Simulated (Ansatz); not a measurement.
## Identify the compound from its spectrum

Method: Ansatz, LDA, independent particles, without spin-orbit coupling, line width 0.1 eV (Gaussian); metals get a typed carrier damping. The response is along the first axis of the cell.

E (eV), Im ε and a bar:
```
     0.00       0.00 
     0.25       0.00 
     0.50       0.00 
     0.75       0.00 
     1.00       0.00 
     1.25       0.00 
     1.50       0.00 
     1.75       0.00 
     2.00       0.00 
     2.25       0.00 
     2.50       0.00 
     2.75       0.00 
     3.00       0.00 
     3.25       0.00 
     3.50       0.00 
     3.75       0.00 
     4.00       0.00 
     4.25       0.00 
     4.50       0.00 
     4.75       0.00 
     5.00       0.00 
     5.25       0.00 
     5.50       0.00 
     5.75       0.00 
     6.00       0.00 
     6.25       0.00 
     6.50       0.00 
     6.75       0.00 
     7.00       0.00 
     7.25       0.00 
     7.50       0.00 
     7.75       0.00 
     8.00       0.00 
     8.25       0.01 
     8.50       0.22 
     8.75       0.47 #
     9.00       0.72 #
     9.25       1.14 ##
     9.50       2.04 ###
     9.75       3.00 #####
    10.00       7.13 ############
    10.25       8.48 ##############
    10.50      13.95 #######################
    10.75      18.04 ##############################
    11.00      14.12 #######################
    11.25      12.71 #####################
    11.50      13.10 ######################
    11.75      14.00 #######################
    12.00      12.14 ####################
```

Task: Which of these systems gave the spectrum?
A. InP (F-43m)
B. BN (P6_3mc)
C. GaN (F-43m)
D. MgSbNO2F6 (Cmm2)

Result: B. BN (P6_3mc): least direct gap 8.23 eV, ε∞ = 4.70 along the first axis, strongest peak along the first axis at 10.67 eV. The others: GaN (F-43m), least direct gap 1.73 eV, ε∞ = 6.19 along the first axis, strongest peak along the first axis at 8.86 eV; MgSbNO2F6 (Cmm2), least direct gap 0.70 eV, ε∞ = 9.53 along the first axis, strongest peak along the first axis at 0.82 eV; InP (F-43m), least direct gap 0.48 eV, ε∞ = 12.71 along the first axis, strongest peak along the first axis at 4.17 eV.

[Logs are printed without paths, hosts, clocks, repeated set-up lines and the standing remarks that a program may print on its own settings, such as how far it seeks lower states.]
